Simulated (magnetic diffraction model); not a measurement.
**CsNa₂CrCl₆: what an assumed order does to the neutron pattern**

Space group Fm-3m (no. 225), a = 10.4720 Å.

```csv
site,atom,x,y,z
4b,Cs,1/2,0,0
4a,Cr,0,0,0
24e,Cl,0.2544,0,0
8c,Na,1/4,1/4,3/4
```

This is a made-up structure (elements placed in a structure type, unrelaxed), so the numbers test the method and describe no known phase.

Only Cr is taken to order (form factors of Cr3+); orders and moment sizes are assumed, and not adapted to the symmetry. Radiation: neutrons of λ = 4.2 Å, 8° to 90°; isotropic B of 0.51 Å² (Cs), 0.56 Å² (Cr), 0.81 Å² (Cl) and 0.78 Å² (Na). Simulated constant-wavelength pattern: nuclear and magnetic terms add, the magnetic one as |2.695 fm × Σ f S⊥ exp(2πi Q·r) exp(−B s²)|², summed over all Q at one angle with the factor 1/(sin²θ cos θ). For collinear order S is the moment m, which repeats by lattice and centring translations R with the sign exp(−2πi k·R). Free-ion form factors, Sears's scattering lengths of 1992, no absorption; a label names one of the reflections at its angle. The strongest nuclear line in the range is 100, and lines under 0.2 are left out.

Assume the order k = (0 1 0), collinear moments along [100], 2.32 μB on Cr.

Predict the pattern, nuclear and magnetic parts apart.

```csv
2θ (°),index,nuclear,magnetic
23.14,(0 1 0),0.0,2.8
32.95,(1 0 1),0.0,1.4
40.65,(1 1 1),1.2,0.0
47.29,(2 0 0),26.0,0.0
53.28,(2 1 0),0.0,1.2
58.84,(1 2 1),0.0,1.4
69.11,(2 2 0),0.5,0.0
73.97,(2 1 2),0.0,0.8
78.71,(3 0 1),0.0,0.5
88.00,(2 2 2),100.0,0.0
```

The strongest magnetic line in the range is (0 1 0) at 23.14° (2.8). On top of the Lorentz factor, which all lines share, magnetic lines fade with angle because f falls: for Cr3+ it is 0.90, 0.67, 0.42 and 0.11 at sin θ/λ = 0.1, 0.2, 0.3 and 0.5 Å⁻¹, while nuclear lengths stay constant. The order has no net moment.

[Logs are printed without paths, hosts, clocks, repeated set-up lines and the standing remarks that a program may print on its own settings, such as how far it seeks lower states.]
